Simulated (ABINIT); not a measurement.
**How BN absorbs and reflects light**

Wanted: where BN starts to absorb, how strongly, and its refractive index. The cell comes from an older database entry, whose edges can differ from later determinations, mostly by under a per cent.

Calculated with ABINIT 10.8.3; DFT, LDA, plane waves with norm-conserving potentials (PseudoDojo 0.4.1), scalar-relativistic, independent-particle linear optical response without local fields.

The database entry behind the starting cell has ideal inner coordinates that were not refined, so it need not match the best structure at ambient conditions.

**1. Starting point**

Symmetry: P6_3mc, No. 186, hexagonal system. Conventional cell: a = 2.536 Å, b = 2.536 Å, c = 4.199 Å, α = 90.00°, β = 90.00°, γ = 120.00°. N has 4 B at 1.56 to 1.57 Å nearest. Nearest to B lie 4 N at 1.56 to 1.57 Å. Farther neighbours and most contacts between anions are not listed.

**2. Ground state, bands and velocity matrix elements**

First the ground state: is it a metal or has it a gap?

This step: DFT, LDA, plane waves with norm-conserving potentials (PseudoDojo 0.4.1), scalar-relativistic, ground state, bands at fixed density and velocity matrix elements (ABINIT 10.8.3).

File run.abi:

```
# ground state, bands on a dense mesh, and the derivatives d/dk of the wave functions
ndtset 3

ngkpt1 12 12 5
shiftk1 0.0 0.0 0.0
tolvrs1 1.0d-12
nband1 12
prtden1 1

iscf2 -2
getden2 1
ngkpt2 15 15 8
shiftk2 0.0 0.0 0.0
kptopt2 1
nband2 22
nbdbuf2 4
tolwfr2 1.0d-14

optdriver3 8
wfk_task3 "wfk_ddk"
prtevk3 1
getwfk3 2
getden3 1
iscf3 -2
ngkpt3 15 15 8
shiftk3 0.0 0.0 0.0
kptopt3 1
nband3 22

nshiftk 1
occopt 3
tsmear 0.001837
ecut 45.0
nstep 80
iomode 3
chksymbreak 0
chkprim 0
chksymtnons 0
acell 3*1.0 Angstrom
rprim
  2.536000000000 0.000000000000 0.000000000000
  -1.268000000000 2.196240424000 0.000000000000
  0.000000000000 0.000000000000 4.199000000000
natom 4
ntypat 2
znucl 7 5
typat 1 1 2 2
xred
  0.333333333300 0.666666666700 0.875000000000
  0.666666666700 0.333333333300 0.375000000000
  0.333333333300 0.666666666700 0.500000000000
  0.666666666700 0.333333333300 0.000000000000
pseudos "N.upf, B.upf"
```

Command:

```sh
> mpirun -n 4 abinit run.abi
```

Numbers of over 12 decimals in the logs are rounded to 6 here.

Output:

```text
DATASET    1 : space group P6_3 m c (#186); Bravais hP (primitive hexag.)
 DATASET    2 : space group P6_3 m c (#186); Bravais hP (primitive hexag.)
 DATASET    3 : space group P6_3 m c (#186); Bravais hP (primitive hexag.)
            ngfft          30      30      48
                         0.00417    0.00833    0.01667    0.01667    0.01667    0.01667
                         0.00833    0.01667    0.01667    0.00833    0.00833    0.01667
                         0.00278    0.00278    0.01667    0.01667    0.01667    0.01667
                         0.01667    0.00833    0.01667    0.03333    0.03333    0.03333
                         0.03333    0.01667    0.03333    0.03333    0.01667    0.01667
                         0.03333    0.00556    0.00278    0.01667    0.01667    0.01667
                         0.01667    0.01667    0.00833    0.01667    0.03333    0.03333
                         0.00333    0.00333    0.00333    0.00667    0.00667    0.00667
                         0.00667    0.00667    0.00333    0.00333    0.00667    0.00667
                         0.00667    0.00667    0.00333    0.00667    0.00667    0.00333
                         0.00333    0.00667    0.00111    0.00111    0.00667    0.00667
                         0.00667    0.00667    0.00667    0.00667    0.00667    0.00667
                         0.01333    0.01333    0.01333    0.01333    0.01333    0.00667
                         0.00667    0.01333    0.01333    0.01333    0.01333    0.00667
                         0.00333    0.00333    0.00333    0.00667    0.00667    0.00667
                         0.00667    0.00667    0.00333    0.00333    0.00667    0.00667
[...]
== DATASET  1 ==================================================================
 Real(R)+Recip(G) space primitive vectors, cartesian coordinates (Bohr,Bohr^-1):
 R(1)=  4.7923455  0.0000000  0.0000000  G(1)=  0.2086661  0.1204734  0.0000000
 R(2)= -2.3961727  4.1502929  0.0000000  G(2)=  0.0000000  0.2409468  0.0000000
 R(3)=  0.0000000  0.0000000  7.9349600  G(3)=  0.0000000  0.0000000  0.1260246
 Unit cell volume ucvol=  1.5782348E+02 bohr^3
 Angles (23,13,12)=  9.00000000E+01  9.00000000E+01  1.20000000E+02 degrees
 getcut: wavevector=  0.0000  0.0000  0.0000  ngfft=  30  30  48
     iter   Etot(hartree)      deltaE(h)  residm     vres2
 ETOT  1  -26.754727904657    -2.675E+01 8.273E-02 2.783E+02
 ETOT  2  -26.789136397041    -3.441E-02 1.883E-02 1.775E+02
 ETOT  3  -26.848321045496    -5.918E-02 1.983E-02 1.634E+00
 ETOT  4  -26.848866418236    -5.454E-04 5.509E-03 1.451E-02
 ETOT  5  -26.848870408784    -3.991E-06 4.267E-03 1.009E-04
 ETOT  6  -26.848870434349    -2.557E-08 1.492E-03 2.014E-06
 ETOT  7  -26.848870434841    -4.923E-10 2.102E-03 6.119E-08
 ETOT  8  -26.848870434856    -1.474E-11 1.777E-03 2.031E-10
 ETOT  9  -26.848870434856    -3.908E-14 2.727E-03 3.284E-12
 ETOT 10  -26.848870434856     1.563E-13 1.657E-03 1.866E-14
 At SCF step   10       vres2   =  1.87E-14 < tolvrs=  1.00E-12 =>converged.
 Cartesian components of stress tensor (hartree/bohr^3)
  sigma(1 1)=  1.86473913E-04  sigma(3 2)=  0.00000000E+00
  sigma(2 2)=  1.86473913E-04  sigma(3 1)=  0.00000000E+00
  sigma(3 3)=  2.18182777E-04  sigma(2 1)=  0.00000000E+00
 Mean square residual over all n,k,spin=   43.994E-07; max=  16.575E-04
 Fermi (or HOMO) energy (hartree) =   0.36684   Average Vxc (hartree)=  -0.48700
 Eigenvalues (hartree) for nkpt=  57  k points:
 kpt#   1, nband= 12, wtk=  0.00139, kpt=  0.0000  0.0000  0.0000 (reduced coord)
  -0.44305   -0.28631   -0.10070    0.22589    0.22589    0.29533    0.30460    0.30460
   0.61223    0.61223    0.61923    0.66538
   2.00000    2.00000    2.00000    2.00000    2.00000    2.00000    2.00000    2.00000
   0.00000    0.00000    0.00000    0.00000
kinetic             :  1.89561904250861E+01
hartree             :  3.55958205298308E+00
xc                  : -8.71912316123426E+00
Ewald energy        : -2.63954347709486E+01
psp_core            :  1.72374147277272E+00
local_psp           : -1.36286207521850E+01
non_local_psp       : -2.34520570132981E+00
internal            : -2.68488704348558E+01
'-kT*entropy'       :  1.25262822077192E-15
total_energy        : -2.68488704348558E+01
total_energy_eV     : -7.30594983671161E+02
 Cartesian components of stress tensor (hartree/bohr^3)
  sigma(1 1)=  1.86473913E-04  sigma(3 2)=  0.00000000E+00
  sigma(2 2)=  1.86473913E-04  sigma(3 1)=  0.00000000E+00
  sigma(3 3)=  2.18182777E-04  sigma(2 1)=  0.00000000E+00
-Cartesian components of stress tensor (GPa)         [Pressure= -5.7972E+00 GPa]
== DATASET  2 ==================================================================
 Real(R)+Recip(G) space primitive vectors, cartesian coordinates (Bohr,Bohr^-1):
 R(1)=  4.7923455  0.0000000  0.0000000  G(1)=  0.2086661  0.1204734  0.0000000
 R(2)= -2.3961727  4.1502929  0.0000000  G(2)=  0.0000000  0.2409468  0.0000000
 R(3)=  0.0000000  0.0000000  7.9349600  G(3)=  0.0000000  0.0000000  0.1260246
 Unit cell volume ucvol=  1.5782348E+02 bohr^3
 Angles (23,13,12)=  9.00000000E+01  9.00000000E+01  1.20000000E+02 degrees
 getcut: wavevector=  0.0000  0.0000  0.0000  ngfft=  30  30  48
 Mean square residual over all n,k,spin=   45.705E-16; max=  99.978E-16
 Eigenvalues (hartree) for nkpt= 135  k points:
 kpt#   1, nband= 22, wtk=  0.00056, kpt=  0.0000  0.0000  0.0000 (reduced coord)
  -0.44305   -0.28631   -0.10070    0.22589    0.22589    0.29533    0.30460    0.30460
   0.61223    0.61223    0.61923    0.66538    0.70962    0.74229    0.74229    0.89514
[...]
== DATASET  3 ==================================================================
            ngfft          30      30      48
[...]
0.00667    0.01333    0.01333    0.01333    0.01333    0.00667
                         0.00333    0.00333    0.00333    0.00667    0.00667    0.00667
                         0.00667    0.00667    0.00333    0.00333    0.00667    0.00667
                         0.00667    0.00667    0.00333    0.00667    0.00667    0.00333
                         0.00333    0.00667    0.00111    0.00111    0.00667    0.00667
                         0.00667    0.00667    0.00667    0.00667    0.00667    0.00667
                         0.01333    0.01333    0.01333    0.01333    0.01333    0.00667
                         0.00667    0.01333    0.01333    0.01333    0.01333    0.00667
[shortened to cell, iterations, levels, energies and stress; the echo of variables, forces, comments, warnings and credits are left out]
```

It took 51 s on 4 MPI ranks of Intel Xeon at 2.70GHz, shared host; peak memory 0.12 GiB.

This step gave:

| Property | Result |
| --- | --- |
| total energy | -26.85 Ha |
| gap on the k-mesh | 5.051 eV |
| direct gap on the mesh | 8.296 eV |

There is a gap, 5.05 eV on this mesh (points off the mesh can give less), so no carriers' term is needed.

**3. Optical response**

With the density converged, the vertical transitions are summed over the zone.

This step: DFT, LDA, plane waves with norm-conserving potentials (PseudoDojo 0.4.1), scalar-relativistic, independent-particle linear optical response without local fields (ABINIT 10.8.3).

File optic.abi:

```
&FILES
 ddkfile_1 = 'runo_DS3_1_EVK.nc',
 ddkfile_2 = 'runo_DS3_2_EVK.nc',
 ddkfile_3 = 'runo_DS3_3_EVK.nc',
 wfkfile = 'runo_DS2_WFK.nc'
/
&PARAMETERS
 broadening = 0.001470,
 domega = 0.0014700,
 maxomega = 0.58799,
 scissor = 0.0,
 tolerance = 0.002,
 nband_sum = 18
/
&COMPUTATIONS
 num_lin_comp = 2,
 lin_comp = 11, 33,
 num_nonlin_comp = 0,
 num_linel_comp = 0,
 num_nonlin2_comp = 0
/
```

Command:

```sh
> optic optic.abi
```

Output:

```text

 OPTIC has originally been developed by
 S. Sharma, J. K. Dewhurst and C. Ambrosch-Draxl, Phys. Rev. B 67, 165332 (2003), and
 S. Sharma and C. Ambrosch-Draxl, Physica Scripta T 109 (2004).

 rprimd(bohr)      =   4.79235   0.00000   0.00000
                      -2.39617   4.15029   0.00000
                       0.00000   0.00000   7.93496
 natom             =       4
 nkpt,mband        =     135      22
 ecut              =  45.00000 Ha
 newocc: new Fermi energy is       0.386743 , with nelect=     16.000000, Number of bisection calls: 4
 Fermi level: 10.5238  (eV)

 fermie            =   0.38674 Ha  10.52381 eV
 Scissor shift     =   0.00000 Ha
 Tolerance on closeness to singularities     =   0.00200 Ha
 Smearing factor      =   0.00147 Ha
 Will use the antiresonant approximation (meaning that the antiresonant terms are neglected)
 Will not perform the bands decomposition
 linear coeffs to be calculated :
 11 33
 non-linear coeffs to be calculated :

 electronic part of electro-optic coeffs to be calculated :

 non-linear coeffs (V2) to be calculated :

 linear optic matrix elements will be printed :0
 optic : Call pmat2cart
 No scissor shift to be applied. Returning to main optic routine.
 optic : Call linopt
  linopt            1           1
 calculated the component:           1           1   of dielectric function
  with broadening:         (0.000000,1.46999999999999995E-003)
 and scissors shift:   0.000000
 energy window:   44.050189      eV   1.618815      Ha
  linopt            3           3
 calculated the component:           3           3   of dielectric function
  with broadening:         (0.000000,1.46999999999999995E-003)
 and scissors shift:   0.000000
 energy window:   44.050189      eV   1.618815      Ha
 optic : Call nlinopt
 optic : Call linelop
 optic : Call nonlinopt

================================================================================

 Calculation completed.
-
program: optic
version: 10.8.3
start_datetime:
end_datetime:
overall_cpu_time:           0.3
overall_wall_time:           0.3
mpi_procs: 1
omp_threads: 1
...
```

The job ended after 0.95 s (1 thread; peak memory 0.05 GiB).

This step gave:

| Quantity | Value |
| --- | --- |
| electronic dielectric constant ε∞, mean over x, y and z (by symmetry where fewer were run) | 4.552 |

The Im ε has structure finer than the step of the table below, so its rows give means over 0.5 eV, whole bins alone (the curve runs from 0.0400 to 15.9 eV). Peaks (eV: height): E ∥ x 10.64: 16.7, 11.24: 21.5, 11.72: 15.0, 14.08: 9.30, 14.40: 10.2; E ∥ z 9.72: 12.9, 10.32: 18.2, 10.60: 16.1, 10.88: 18.6, 11.12: 14.9, 11.24: 15.2, 12.00: 13.6.

Sum at mesh points, not converged in k; values under the direct gap are tails of Lorentzian lines. The Im ε by photon energy; means over each step:

| photon energy (eV) | E ∥ x | E ∥ z |
| --- | --- | --- |
| 0.5 | 9.1e-4 | 0.00103 |
| 1.0 | 0.00185 | 0.00208 |
| 1.5 | 0.00282 | 0.00319 |
| 2.0 | 0.00387 | 0.00438 |
| 2.5 | 0.00500 | 0.00569 |
| 3.0 | 0.00627 | 0.00717 |
| 3.5 | 0.00771 | 0.00887 |
| 4.0 | 0.00939 | 0.0109 |
| 4.5 | 0.0114 | 0.0133 |
| 5.0 | 0.0138 | 0.0164 |
| 5.5 | 0.0169 | 0.0203 |
| 6.0 | 0.0208 | 0.0256 |
| 6.5 | 0.0261 | 0.0331 |
| 7.0 | 0.0337 | 0.0446 |
| 7.5 | 0.0454 | 0.0646 |
| 8.0 | 0.0678 | 0.114 |
| 8.5 | 0.248 | 0.903 |
| 9.0 | 0.834 | 2.90 |
| 9.5 | 2.12 | 6.16 |
| 10.0 | 5.38 | 10.1 |
| 10.5 | 12.6 | 14.3 |
| 11.0 | 14.1 | 13.9 |
| 11.5 | 13.9 | 8.59 |
| 12.0 | 11.1 | 9.67 |
| 12.5 | 9.95 | 6.35 |
| 13.0 | 7.36 | 9.06 |
| 13.5 | 7.64 | 9.00 |
| 14.0 | 8.04 | 8.32 |
| 14.5 | 7.57 | 5.62 |
| 15.0 | 5.16 | 5.30 |
| 15.5 | 4.97 | 4.32 |

The reflectivity at normal incidence has structure finer than the step of the table below, so its rows give means over 0.5 eV, whole bins alone (the curve runs from 0.0400 to 15.9 eV). Peaks (eV: height): E ∥ x 11.28: 53.2, 11.72: 48.9, 12.64: 48.9, 14.12: 49.5, 14.52: 54.5, 14.80: 55.2, 15.76: 59.5; E ∥ z 11.32: 54.2, 12.12: 54.4, 13.84: 54.5, 14.24: 56.8, 14.52: 56.9, 14.96: 56.3, 15.88: 58.6.

Sum at mesh points, not converged in k. The reflectivity at normal incidence by photon energy; means over each step:

| photon energy (eV) | E ∥ x (%) | E ∥ z (%) |
| --- | --- | --- |
| 0.5 | 12.9 | 13.4 |
| 1.0 | 13.0 | 13.5 |
| 1.5 | 13.1 | 13.6 |
| 2.0 | 13.2 | 13.8 |
| 2.5 | 13.4 | 14.0 |
| 3.0 | 13.7 | 14.2 |
| 3.5 | 14.0 | 14.6 |
| 4.0 | 14.3 | 15.0 |
| 4.5 | 14.7 | 15.5 |
| 5.0 | 15.2 | 16.0 |
| 5.5 | 15.8 | 16.7 |
| 6.0 | 16.6 | 17.6 |
| 6.5 | 17.4 | 18.6 |
| 7.0 | 18.5 | 19.9 |
| 7.5 | 19.8 | 21.6 |
| 8.0 | 21.5 | 24.0 |
| 8.5 | 24.0 | 28.0 |
| 9.0 | 26.9 | 30.7 |
| 9.5 | 30.9 | 36.2 |
| 10.0 | 35.8 | 38.2 |
| 10.5 | 42.0 | 43.1 |
| 11.0 | 42.3 | 45.1 |
| 11.5 | 45.7 | 41.1 |
| 12.0 | 43.1 | 41.5 |
| 12.5 | 45.2 | 32.5 |
| 13.0 | 40.2 | 39.1 |
| 13.5 | 38.4 | 40.7 |
| 14.0 | 43.7 | 50.2 |
| 14.5 | 46.8 | 48.4 |
| 15.0 | 49.9 | 50.0 |
| 15.5 | 49.7 | 49.8 |

The loss function −Im 1/ε at q → 0 has structure finer than the step of the table below, so its rows give means over 0.5 eV, whole bins alone (the curve runs from 0.0400 to 15.9 eV). Peaks (eV: height): E ∥ x 12.84: 0.160, 13.40: 0.150, 14.28: 0.167, 15.12: 0.190; E ∥ z 11.44: 0.151, 11.60: 0.156, 11.72: 0.153, 12.40: 0.220, 14.60: 0.201, 15.68: 0.188, 15.80: 0.187.

Sum at mesh points, not converged in k; values under the direct gap are tails of Lorentzian lines. Table of loss function −Im 1/ε at q → 0 by energy loss; means over each step:

| energy loss (eV) | E ∥ x | E ∥ z |
| --- | --- | --- |
| 0.5 | 4.5e-5 | 4.8e-5 |
| 1.0 | 9.0e-5 | 9.5e-5 |
| 1.5 | 1.4e-4 | 1.4e-4 |
| 2.0 | 1.8e-4 | 1.9e-4 |
| 2.5 | 2.3e-4 | 2.5e-4 |
| 3.0 | 2.8e-4 | 3.0e-4 |
| 3.5 | 3.3e-4 | 3.5e-4 |
| 4.0 | 3.9e-4 | 4.1e-4 |
| 4.5 | 4.5e-4 | 4.8e-4 |
| 5.0 | 5.1e-4 | 5.5e-4 |
| 5.5 | 5.8e-4 | 6.3e-4 |
| 6.0 | 6.6e-4 | 7.2e-4 |
| 6.5 | 7.4e-4 | 8.2e-4 |
| 7.0 | 8.5e-4 | 9.6e-4 |
| 7.5 | 9.8e-4 | 0.00115 |
| 8.0 | 0.00121 | 0.00154 |
| 8.5 | 0.00330 | 0.00761 |
| 9.0 | 0.00829 | 0.0204 |
| 9.5 | 0.0137 | 0.0245 |
| 10.0 | 0.0221 | 0.0411 |
| 10.5 | 0.0381 | 0.0601 |
| 11.0 | 0.0536 | 0.0682 |
| 11.5 | 0.0722 | 0.118 |
| 12.0 | 0.0892 | 0.0962 |
| 12.5 | 0.0983 | 0.149 |
| 13.0 | 0.133 | 0.109 |
| 13.5 | 0.131 | 0.112 |
| 14.0 | 0.118 | 0.103 |
| 14.5 | 0.117 | 0.138 |
| 15.0 | 0.139 | 0.136 |
| 15.5 | 0.141 | 0.154 |

Optical constants at common wavelengths, from n + ik = √ε:

| wavelength (nm) | n x | k x | R (%) x | 1/α x | n z | k z | R (%) z | 1/α z |
| --- | --- | --- | --- | --- | --- | --- | --- | --- |
| 1064 | 2.13 | 0.001 | 13.0 | 167 µm | 2.16 | 0.001 | 13.5 | 150 µm |
| 800 | 2.14 | 0.001 | 13.1 | 93 µm | 2.17 | 0.001 | 13.6 | 84 µm |
| 450 | 2.16 | 0.001 | 13.5 | 28 µm | 2.20 | 0.001 | 14.1 | 25 µm |
| 365 | 2.19 | 0.002 | 13.9 | 17 µm | 2.23 | 0.002 | 14.5 | 15 µm |
| 308 | 2.22 | 0.002 | 14.3 | 11 µm | 2.26 | 0.002 | 15.0 | 10 µm |
| 248 | 2.28 | 0.003 | 15.2 | 6.5 µm | 2.34 | 0.003 | 16.0 | 5.6 µm |
| 193 | 2.42 | 0.005 | 17.3 | 3.0 µm | 2.50 | 0.006 | 18.4 | 2.4 µm |

Below the direct gap, k and the depth come from the tails of the Lorentzian lines, not from transitions.

**4. Summary of results**

| Property | Result |
| --- | --- |
| electronic dielectric constant ε∞, mean over x, y and z (by symmetry where fewer were run) (independent particles) | 4.55 |

In words: At this level (LDA, independent particles) BN has a mean ε∞ = 4.55 and n = 2.13 at 1550 nm (E ∥ x). On the mesh the gap is 5.05 eV and the least direct gap 8.30 eV, so on this mesh the band edges lie at different points. The static values by axis are 4.50 (x), 4.65 (z). Excitons and phonon-assisted transitions are missing, and so are local fields; LDA gaps are as a rule too small, which pulls the onset down and ε∞ up. The sum runs over mesh points 0.19 Å⁻¹ apart with no interpolation, so peaks are partly noise of the mesh and static values carry its error.

[Logs are printed without paths, hosts, clocks, repeated set-up lines and the standing remarks that a program may print on its own settings, such as how far it seeks lower states.]

[Hosts, paths, dates, database ids (printed as entryN), source tags and the programs' standing remarks are cut or masked in the printed files.]
